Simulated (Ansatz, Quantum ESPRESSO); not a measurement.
# Ta (Im-3m): phonons and their coupling to the electrons, part 2 of 4

Wanted: the coupling constant λ of Ta (Im-3m) at ambient pressure.

Quantum ESPRESSO 7.5; DFT PBE, scalar-relativistic, plane waves, PseudoDojo norm-conserving pseudopotentials.

So far. Step 2 (A first look): No gap opens on this mesh, so smearing is kept; the start stands at 0.53 GPa. Step 4 (Self-consistent run for the response): The cell stands at 0.079 GPa, close enough for phonons. The relaxed cell has a = 3.316 Å (conventional setting).

## 7. Linear response on the mesh

Linear response treats each wavevector in the unit cell, with no supercell; the 4×4×4 mesh fixes the range of the force constants to be had. The change of the potential is kept for the electron-phonon matrix elements.

ph.in

```
phonons
 &inputph
    prefix='x',
    outdir='./tmp',
    fildyn='x.dyn',
    tr2_ph=1.0d-18,
    alpha_mix(1)=0.4,
    nmix_ph=8,
    ldisp=.true.,
    nq1=4,
    nq2=4,
    nq3=4,
    electron_phonon='interpolated',
    fildvscf='dvscf',
    el_ph_sigma=0.005,
    el_ph_nsigma=10,
 /
```

Started as:

```bash
> OMP_NUM_THREADS=1 mpirun -n 8 ph.x -nk 8 -in ph.in > ph.out
```

Numbers of over 12 decimals in the logs are rounded to 6 here.

Output:

```text
[banners, grids, parts of the stress and lines that vanish by symmetry left out]
[banner, memory and clock lines left out]
Program PHONON v.7.5

     ./tmp/x.save/

     IMPORTANT: XC functional enforced from input :
     Exchange-correlation= PBE
                           (   1   4   3   4   0   0   0)
     Any further DFT definition will be discarded
     Please, verify this is what you really want

     G-vector sticks info

     Reading collected, re-writing distributed wavefunctions in ./tmp/

     Dynamical matrices for ( 4, 4, 4)  uniform grid of q-points
     (   8 q-points):
       N         xq(1)         xq(2)         xq(3)
       1   0.000000000   0.000000000   0.000000000
       2   0.216506351   0.216506351   0.000000000
[...]
Number and degeneracy of irreps per q-point
       N         xq(1)         xq(2)         xq(3)   N irreps
       1   0.000000000   0.000000000   0.000000000       1
        3
       2   0.216506351   0.216506351   0.000000000       3
     No degeneracy
[...]
No degeneracy
[...]
No degeneracy
[...]
3
[...]
1   2
       7  -0.866025404  -0.216506351  -0.216506351       3
     No degeneracy
       8  -0.866025404  -0.866025404  -0.866025404       1
        3

     Saving dvscf to file. Distribute only q points, not irreducible representations.

     Calculation of q =    0.0000000   0.0000000   0.0000000

     phonons

     bravais-lattice index     =            0
     lattice parameter (alat)  =       5.4272  a.u.
     unit-cell volume          =     123.0558 (a.u.)^3
     number of atoms/cell      =            1
     number of atomic types    =            1
     kinetic-energy cut-off    =      50.0000  Ry
     charge density cut-off    =     200.0000  Ry
     convergence threshold     =      1.0E-18
     beta                      =       0.4000
     number of iterations used =            8
     Exchange-correlation= PBE
                           (   1   4   3   4   0   0   0)

     celldm(1)=    5.42719  celldm(2)=    0.00000  celldm(3)=    0.00000
     celldm(4)=    0.00000  celldm(5)=    0.00000  celldm(6)=    0.00000

     crystal axes: (cart. coord. in units of alat)
               a(1) = ( -0.5774  0.5774  0.5774 )
               a(2) = (  0.5774 -0.5774  0.5774 )
               a(3) = (  0.5774  0.5774 -0.5774 )

     reciprocal axes: (cart. coord. in units 2 pi/alat)
               b(1) = ( -0.0000  0.8660  0.8660 )
               b(2) = (  0.8660 -0.0000  0.8660 )
               b(3) = (  0.8660  0.8660  0.0000 )

     Atoms inside the unit cell:

     Cartesian axes

     site n.  atom      mass           positions (alat units)
        1  Ta    180.9479   tau(    1) = (    0.00000    0.00000    0.00000  )

     Computing dynamical matrix for
                    q = (   0.0000000   0.0000000   0.0000000 )

     49 Sym.Ops. (with q -> -q+G )

     G cutoff =  149.2174  (   5895 G-vectors)     FFT grid: ( 25, 25, 25)

     number of k points=   145  Marzari-Vanderbilt smearing, width (Ry)=  0.0200

     PseudoPot. # 1 for Ta read from file:
     ./pseudo/Ta.upf
     Pseudo is Norm-conserving + core correction, Zval = 13.0

     Mode symmetry, O_h (m-3m)  point group:

     Atomic displacements:
     There are    1 irreducible representations

     Representation     1      3 modes -  To be done

     Alpha used in Ewald sum =   2.0000

     Representation #   1 modes #   1   2   3

     Self-consistent Calculation
      iter #   1   av.it.:   7.1
      thresh= 1.000E-02 alpha_mix =  0.400 |ddv_scf|^2 =  4.944E-06
      iter #   2   av.it.:   9.8
      thresh= 2.224E-04 alpha_mix =  0.400 |ddv_scf|^2 =  6.166E-07
[...]
End of self-consistent calculation

     Convergence has been achieved

     Number of q in the star =    1
     List of q in the star:
[...]
Diagonalizing the dynamical matrix

     q = (    0.000000000   0.000000000   0.000000000 )

 **************************************************************************
     freq (    1) =      -0.022822 [THz] =      -0.761261 [cm-1]
     freq (    2) =      -0.022822 [THz] =      -0.761261 [cm-1]
     freq (    3) =      -0.022822 [THz] =      -0.761261 [cm-1]
 **************************************************************************

     Mode symmetry, O_h (m-3m)  point group:

     freq (   1-   3) =         -0.8  [cm-1]   --> T_1u G_15  G_4- I
     Electron-phonon interaction  ...

     [... narrower broadenings left out ...]
     Gaussian Broadening:   0.020 Ry, ngauss=   0
     DOS =  9.125482 states/spin/Ry/Unit Cell at Ef= 18.209289 eV
     lambda(    1)=  0.0000   gamma=    0.00 GHz
     lambda(    2)=  0.0000   gamma=    0.00 GHz
     lambda(    3)=  0.0000   gamma=    0.00 GHz
     [... wider broadenings left out ...]

     Number of q in the star =    1
     List of q in the star:
[...]
Calculation of q =    0.2165064   0.2165064   0.0000000
     [... set-up and bands at k+q left out ...]

     Mode symmetry, C_2v (mm2)  point group:

     Atomic displacements:
     There are    3 irreducible representations

     Representation     1      1 modes -  To be done

[...]
Message from routine init_vloc:
     Interpolation table for Vloc re-allocated

     Alpha used in Ewald sum =   2.0000

     Representation #   1 mode #   1

     Self-consistent Calculation

[...]
[... iterations left out ...]
[...]
End of self-consistent calculation

     Convergence has been achieved

     Representation #   2 mode #   2

[...]
[... iterations left out ...]
[...]
Convergence has been achieved

[...]
Convergence has been achieved

[...]
Diagonalizing the dynamical matrix

     q = (    0.216506351   0.216506351   0.000000000 )

[...]
freq (    1) =       1.686873 [THz] =      56.268030 [cm-1]
     freq (    2) =       2.286869 [THz] =      76.281732 [cm-1]
     freq (    3) =       3.338868 [THz] =     111.372636 [cm-1]
[...]
Mode symmetry, C_2v (mm2)  point group:

     freq (   1-   1) =         56.3  [cm-1]   --> B_1  D_3  S_3
     freq (   2-   2) =         76.3  [cm-1]   --> B_2  D_4  S_4
     freq (   3-   3) =        111.4  [cm-1]   --> A_1  D_1  S_1
     Electron-phonon interaction  ...

     [... narrower broadenings left out ...]
     Gaussian Broadening:   0.020 Ry, ngauss=   0
     DOS =  9.125482 states/spin/Ry/Unit Cell at Ef= 18.209289 eV
     lambda(    1)=  0.4439   gamma=   11.01 GHz
     lambda(    2)=  0.2029   gamma=    9.25 GHz
     lambda(    3)=  0.2841   gamma=   27.60 GHz
     [... wider broadenings left out ...]

[...]
[... set-up and bands at k+q left out ...]

     Mode symmetry, D_2h (mmm)  point group:

[...]
Convergence has been achieved

[...]
Convergence has been achieved

[...]
Convergence has been achieved

[...]
q = (   -0.433012702  -0.433012702   0.000000000 )

[...]
freq (    1) =       2.505320 [THz] =      83.568472 [cm-1]
     freq (    2) =       3.833461 [THz] =     127.870492 [cm-1]
     freq (    3) =       4.259333 [THz] =     142.076044 [cm-1]
[...]
Mode symmetry, D_2h (mmm)  point group:

     freq (   1-   1) =         83.6  [cm-1]   --> B_2u
     freq (   2-   2) =        127.9  [cm-1]   --> B_3u
     freq (   3-   3) =        142.1  [cm-1]   --> B_1u
[...]
lambda(    1)=  0.3898   gamma=   21.32 GHz
     lambda(    2)=  0.6610   gamma=   84.64 GHz
     lambda(    3)=  0.1269   gamma=   20.06 GHz
[...]
Mode symmetry, C_s (m)     point group:

[...]
Convergence has been achieved

[...]
Convergence has been achieved

[...]
Convergence has been achieved

[...]
q = (    0.433012702   0.216506351   0.216506351 )

[...]
freq (    1) =       2.605526 [THz] =      86.910994 [cm-1]
     freq (    2) =       2.939441 [THz] =      98.049199 [cm-1]
     freq (    3) =       4.220743 [THz] =     140.788847 [cm-1]
[...]
Mode symmetry, C_s (m)     point group:

     freq (   1-   1) =         86.9  [cm-1]   --> A'
     freq (   2-   2) =         98.0  [cm-1]   --> A''
     freq (   3-   3) =        140.8  [cm-1]   --> A'
[...]
lambda(    1)=  0.3899   gamma=   23.07 GHz
     lambda(    2)=  0.4165   gamma=   31.36 GHz
     lambda(    3)=  0.2313   gamma=   35.91 GHz
[...]
Mode symmetry, T_d (-43m)  point group:

[...]
Representation #   1 modes #   1   2   3

[...]
Convergence has been achieved

[...]
q = (    0.433012702   0.433012702   0.433012702 )

[...]
freq (    1) =       3.420811 [THz] =     114.105976 [cm-1]
     freq (    2) =       3.420811 [THz] =     114.105976 [cm-1]
     freq (    3) =       3.420811 [THz] =     114.105976 [cm-1]
[...]
Mode symmetry, T_d (-43m)  point group:

     freq (   1-   3) =        114.1  [cm-1]   --> T_2  G_15 P_4
[...]
lambda(    1)=  0.5347   gamma=   54.52 GHz
     lambda(    2)=  0.5347   gamma=   54.52 GHz
     lambda(    3)=  0.5439   gamma=   55.46 GHz
[...]
Mode symmetry, C_4v (4mm)  point group:

[...]
Convergence has been achieved

     Representation #   2 modes #   2   3

[...]
Convergence has been achieved

[...]
q = (    0.000000000   0.000000000   0.433012702 )

[...]
freq (    1) =       3.137271 [THz] =     104.648099 [cm-1]
     freq (    2) =       3.137271 [THz] =     104.648099 [cm-1]
     freq (    3) =       4.154528 [THz] =     138.580129 [cm-1]
[...]
Mode symmetry, C_4v (4mm)  point group:

     freq (   1-   2) =        104.6  [cm-1]   --> E    G_5 D_5
     freq (   3-   3) =        138.6  [cm-1]   --> A_1  G_1 D_1
[...]
lambda(    1)=  0.3412   gamma=   29.26 GHz
     lambda(    2)=  0.3412   gamma=   29.27 GHz
     lambda(    3)=  0.2653   gamma=   39.90 GHz
[...]
Calculation of q =   -0.8660254  -0.2165064  -0.2165064
     [... set-up and bands at k+q left out ...]

     Mode symmetry, C_2v (mm2)  point group:

     Atomic displacements:
     There are    3 irreducible representations

[...]
Representation     3      1 modes -  To be done

     Alpha used in Ewald sum =   2.0000

[...]
Convergence has been achieved

     Representation #   2 mode #   2

[...]
Convergence has been achieved

     Representation #   3 mode #   3

     Self-consistent Calculation

[...]
[... iterations left out ...]
[...]
End of self-consistent calculation

     Convergence has been achieved

[...]
Diagonalizing the dynamical matrix

     q = (   -0.866025404  -0.216506351  -0.216506351 )

[...]
freq (    1) =       3.209497 [THz] =     107.057286 [cm-1]
     freq (    2) =       4.003605 [THz] =     133.545895 [cm-1]
     freq (    3) =       4.573174 [THz] =     152.544674 [cm-1]
[...]
Mode symmetry, C_2v (mm2)  point group:

     freq (   1-   1) =        107.1  [cm-1]   --> A_1  D_1  S_1
     freq (   2-   2) =        133.5  [cm-1]   --> B_2  D_4  S_4
     freq (   3-   3) =        152.5  [cm-1]   --> B_1  D_3  S_3
     Electron-phonon interaction  ...

     [... narrower broadenings left out ...]
     Gaussian Broadening:   0.020 Ry, ngauss=   0
     DOS =  9.125482 states/spin/Ry/Unit Cell at Ef= 18.209289 eV
     lambda(    1)=  0.4709   gamma=   42.27 GHz
     lambda(    2)=  0.3513   gamma=   49.07 GHz
     lambda(    3)=  0.0904   gamma=   16.47 GHz
     [... wider broadenings left out ...]

[...]
Calculation of q =   -0.8660254  -0.8660254  -0.8660254
     [... set-up and bands at k+q left out ...]

     Mode symmetry, O_h (m-3m)  point group:

     Atomic displacements:
     There are    1 irreducible representations

     Representation     1      3 modes -  To be done

     Message from routine init_vloc:
     Interpolation table for Vloc re-allocated

     Alpha used in Ewald sum =   2.0000

     Representation #   1 modes #   1   2   3

     Self-consistent Calculation

      iter #   1   av.it.:   7.6
      thresh= 1.000E-02 alpha_mix =  0.400 |ddv_scf|^2 =  3.419E-05

      [... iterations left out ...]
      iter #   9   av.it.:  11.0
      thresh= 1.250E-09 alpha_mix =  0.400 |ddv_scf|^2 =  6.388E-19

     End of self-consistent calculation

     Convergence has been achieved

     Number of q in the star =    1
     List of q in the star:
          1  -0.866025404  -0.866025404  -0.866025404

     Diagonalizing the dynamical matrix

     q = (   -0.866025404  -0.866025404  -0.866025404 )

 **************************************************************************
     freq (    1) =       4.783275 [THz] =     159.552871 [cm-1]
     freq (    2) =       4.783275 [THz] =     159.552871 [cm-1]
     freq (    3) =       4.783275 [THz] =     159.552871 [cm-1]
 **************************************************************************

     Mode symmetry, O_h (m-3m)  point group:

     freq (   1-   3) =        159.6  [cm-1]   --> T_1u G_15  G_4-
     Electron-phonon interaction  ...

     [... narrower broadenings left out ...]
     Gaussian Broadening:   0.020 Ry, ngauss=   0
     DOS =  9.125482 states/spin/Ry/Unit Cell at Ef= 18.209289 eV
     lambda(    1)=  0.1113   gamma=   22.20 GHz
     lambda(    2)=  0.1153   gamma=   22.99 GHz
     lambda(    3)=  0.1120   gamma=   22.33 GHz
     [... wider broadenings left out ...]

     Number of q in the star =    1
     List of q in the star:
          1  -0.866025404  -0.866025404  -0.866025404


[key lines of the parts left out:]
the Fermi energy is    18.1897 ev
```

Run time: 19 min. Hardware: 8 MPI ranks of Intel Xeon at 2.70GHz, shared host; 2.5 h of CPU time.

This step gave:

```
largest acoustic frequency at the zone centre before the sum rule  : -0.76 cm⁻¹
lowest mode on the q mesh (acoustic ones at the zone centre apart) : 56.27 cm⁻¹
```

Frequencies (cm⁻¹) at each irreducible wavevector; negative means imaginary. Frequencies by wavevector:

```csv
q (fractions),star,mode 1,mode 2,mode 3
0 0 0,1,-0.76,-0.76,-0.76
0 0 0.25,12,56.27,76.28,111.4
0 0 -0.5,6,83.57,127.9,142.1
0 0.25 0.25,24,86.91,98.05,140.8
0.25 0.25 0.25,2,114.1,114.1,114.1
0.25 0.25 -0.25,6,104.7,104.7,138.6
0.25 -0.5 -0.5,12,107.1,133.6,152.5
-0.5 -0.5 -0.5,1,159.6,159.6,159.6
```

Couplings of single modes at a Gaussian broadening of 0.02 Ry, as ph.x prints them; it sets λ to zero for modes under 20 cm⁻¹. Mode couplings:

```
  q (fractions)  mode  frequency (cm⁻¹)       λ  linewidth γ (GHz)
       0 0 0.25     1             56.27  0.4439              11.01
       0 0 0.25     2             76.28  0.2029               9.25
       0 0 0.25     3             111.4  0.2841               27.6
       0 0 -0.5     1             83.57  0.3898              21.32
       0 0 -0.5     2             127.9   0.661              84.64
       0 0 -0.5     3             142.1  0.1269              20.06
    0 0.25 0.25     1             86.91  0.3899              23.07
    0 0.25 0.25     2             98.05  0.4165              31.36
    0 0.25 0.25     3             140.8  0.2313              35.91
 0.25 0.25 0.25     1             114.1  0.5347              54.52
 0.25 0.25 0.25     2             114.1  0.5347              54.52
 0.25 0.25 0.25     3             114.1  0.5439              55.46
0.25 0.25 -0.25     1             104.7  0.3412              29.26
0.25 0.25 -0.25     2             104.7  0.3412              29.27
0.25 0.25 -0.25     3             138.6  0.2653               39.9
 0.25 -0.5 -0.5     1             107.1  0.4709              42.27
 0.25 -0.5 -0.5     2             133.6  0.3513              49.07
 0.25 -0.5 -0.5     3             152.5  0.0904              16.47
 -0.5 -0.5 -0.5     1             159.6  0.1113               22.2
 -0.5 -0.5 -0.5     2             159.6  0.1153              22.99
 -0.5 -0.5 -0.5     3             159.6   0.112              22.33
```

The acoustic modes at Γ come out as far as 0.8 cm⁻¹ from zero, where they should vanish, a small numerical error.

## 8. Force constants in real space

The dynamical matrices of the mesh are Fourier-transformed to force constants in real space.

q2r.in

```
 &input
    fildyn='x.dyn',
    zasr='crystal',
    flfrc='x.fc',
    la2F=.true.,
 /
```

Started as:

```bash
> q2r.x < q2r.in > q2r.out
```

Output:

```text
[banners, grids, parts of the stress and lines that vanish by symmetry left out]
[banner, memory and clock lines left out]
Program Q2R v.7.5

  reading grid info from file x.dyn0

  reading force constants from file x.dyn1
  Dielectric Tensor not found
  nqs=            1
 q=   0.00000000  0.00000000  0.00000000
  reading force constants from file x.dyn2
  nqs=           12
 q=   0.21650635  0.21650635  0.00000000
[...]
reading force constants from file x.dyn7
  nqs=           12
[...]
q=  -0.21650635  0.21650635  0.86602540
  reading force constants from file x.dyn8
  nqs=            1
 q=  -0.86602540 -0.86602540 -0.86602540

      q-space grid ok, #points =   64

      fft-check success (sum of imaginary terms < 10^-12)

   Preparing gamma for a2F

 Broadening =      0.005
      q-space grid ok, #points =   64

      fft-check success (sum of imaginary terms < 10^-12)

 Broadening =      0.010
[...]
Broadening =      0.045
      q-space grid ok, #points =   64

      fft-check success (sum of imaginary terms < 10^-12)

 Broadening =      0.050
      q-space grid ok, #points =   64

      fft-check success (sum of imaginary terms < 10^-12)
```

Wall time 0.74 s (1 thread).

## 9. Interpolated phonon bands

From the force constants any wavevector is cheap; points of the mesh come back as solved, but for the sum rule and, in polar crystals, the LO-TO term at Γ; the rest is interpolation.

matdyn.in

```
 &input
    asr='crystal',
    flfrc='x.fc',
    flfrq='x.freq',
    flvec='x.modes',
    q_in_band_form=.true.,
    q_in_cryst_coord=.true.,
 /
8
  0.0000000   0.0000000   0.0000000  12  ! GAMMA
  0.5000000  -0.5000000   0.5000000  12  ! H
  0.0000000   0.0000000   0.5000000  12  ! N
  0.0000000   0.0000000   0.0000000  12  ! GAMMA
  0.2500000   0.2500000   0.2500000  12  ! P
  0.5000000  -0.5000000   0.5000000   1  ! H
  0.2500000   0.2500000   0.2500000  12  ! P
  0.0000000   0.0000000   0.5000000   1  ! N
```

Started as:

```bash
> matdyn.x -in matdyn.in > matdyn.out
```

Output:

```text
[banner, memory and clock lines left out]
Program MATDYN v.7.5

 mass for atomic type   1 not given; uses mass from file x.fc
 Norm of the difference between old and new effective charges:    0.000000

 Norm of the difference between old and new force-constants:   1.71906e-06

     Message from routine matdyn:
     Z* not found in file x.fc, TO-LO splitting at q=0 will be absent!
     Message from routine matdyn:
     Z* not found in file x.fc, TO-LO splitting at q=0 will be absent!

Note: The following floating-point exceptions are signalling: IEEE_UNDERFLOW_FLAG
```

It took 0.64 s on 1 thread.

This step gave:

```
lowest frequency on the path      : 0 cm⁻¹
mean frequency                    : 108.5 cm⁻¹
Debye temperature (second moment) : 209 K
logarithmic mean frequency        : 103.1 cm⁻¹
```

Matdyn.x, sum rule crystal. The phonon branches at the labelled points (cm⁻¹):

```csv
point,branch 1,branch 2,branch 3
Γ,0,0,0
halfway,105,105,139
H,160,160,160
halfway,107,134,152
N,84,128,142
halfway,56,76,111
Γ,0,0,0
halfway,58,58,135
P,114,114,114
halfway,102,131,131
H,160,160,160
jump to P,114,114,114
halfway,85,119,132
N,84,128,142
```

The phonon branches as a text plot (rows in cm⁻¹):

```
    156 |          ******                                **
    150 |         *   ** **                             **
    143 |        * *   *   ****             **         *        *
    136 |     **        **                 *  *       * *      *
    130 |       * *       ******                    ** *    *****
    123 |    *  **             **         *    *  **          *
    116 |               *                       **    *    ***
    110 |                *      **             *           *
    103 |   *  *                  *      *       *   *
     96 |                                     *   * *       *
     90 |                 *                  *     *         *
     83 |     *            ****    *    *                     ***
     76 |                      * *
     70 |  *                    *           *
     63 |
     57 |    *                   **    *   *
     50 |                         * *     *
     43 |                          *     *
     37 | * *                      *
     30 |                               *
     23 |  *                        ** *
     17 |                           *
     10 | *                          *
      3 |*                            *
         Γ           H       N        Γ         P        H|P    N
```

Lowest modes at the softest wavevector of the mesh; phase exp(i q.(R + tau)). Modes at q = (0.000, 0.000, 0.250):

```
mode  frequency (cm⁻¹)
   1              56.3
   2              76.3
   3             111.4
```

Displacements in mode 1 (56.3 cm⁻¹), the largest set to 1, in the home cell:
```
Ta1  1.00 -1.00  0.00
```

Displacements in mode 3 (111.4 cm⁻¹), the largest set to 1, in the home cell:
```
Ta1 1.00 1.00 0.00
```

Force constants by pair (phonopy on the run's constants); pairs near half the supercell's span include their periodic images. Pair force constants, by row:

```csv
atom,neighbour,distance (Å),third of the trace (eV/Å²),along the pair's line (eV/Å²)
Ta1,itself,0,8.447,–
Ta1,Ta,2.872,-0.913,-2.154
Ta1,Ta,3.316,-0.0231,0.0544
Ta1,Ta,4.69,-0.0512,-0.5119
Ta1,Ta,5.499,-0.0486,-0.3145
Ta1,Ta,5.744,0.0441,0.2624
Ta1,Ta,6.632,0.2444,0.8423
Ta1,Ta,7.415,-0.0225,-0.0099
```

Harmonic mean-square displacement, third of the trace. Mean-square displacements:

```csv
T (K),Ta1 U_eq (Å²)
0,9.80e-4
100,0.00209
300,0.00569
600,0.01127
```

Mode patterns, pair constants, displacements and means over the zone were worked out by phonopy from the force constants of q2r.x.

All branches are real along the path.

[end of part 2 of 4]

[Host names and launcher messages were left out of these logs when they were recorded.]

[Logs are printed without paths, hosts, clocks, repeated set-up lines and the standing remarks that a program may print on its own settings, such as how far it seeks lower states.]

[Hosts, paths, dates, database ids (printed as entryN), source tags and the programs' standing remarks are cut or masked in the printed files.]
